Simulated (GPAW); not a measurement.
# Polarising Cl/W(100) with a field along the normal

The dipole of the cell at several fields, atoms fixed. What does the strongest field give, and what length does the slope stand for?

How it was computed: GPAW 26.7.0, plane waves (400 eV), PAW setups, PBE, 10×10 mesh, a dipole layer in the vacuum; geometry relaxed without an applied field with GPAW. The cell's area is 9.99 Å², and e/ε0 = 180.95 V Å.

Results, with one row withheld:

```
field (V/Å)  dipole (e Å)
       −0.2       −0.1795
       −0.1       −0.1189
      −0.05       −0.0886
       0.05       −0.0279
        0.1        0.0025
        0.2        0.0633
        0.3             ?
```

To predict: What is the dipole at 0.3 V/Å?

Worked answer. A line through the 6 points has the slope α = 0.607 e Å per V/Å and the intercept p₀ = −0.0582 e Å (r.m.s. residual 6.2e−05). At 0.3 V/Å it gives p = −0.0582 + 0.607 × 0.3 = 0.1239 e Å; the run gives 0.1244 e Å, so the response stays linear to 0.3 % of the induced part. Dividing by ε0 and the area: α/(ε0 A) = 0.607 × 180.95 / 9.99 = 11.00 Å, against 8.10 Å between the outer nuclei.

**Limits.** This is the electronic response alone; ions that move would add to it in polar layers. No run was spin-polarised, so magnetic states weren't tested. Spin-orbit coupling is left out, which matters for the heavier atoms here.

[Logs are printed without paths, hosts, clocks, repeated set-up lines and the standing remarks that a program may print on its own settings, such as how far it seeks lower states.]
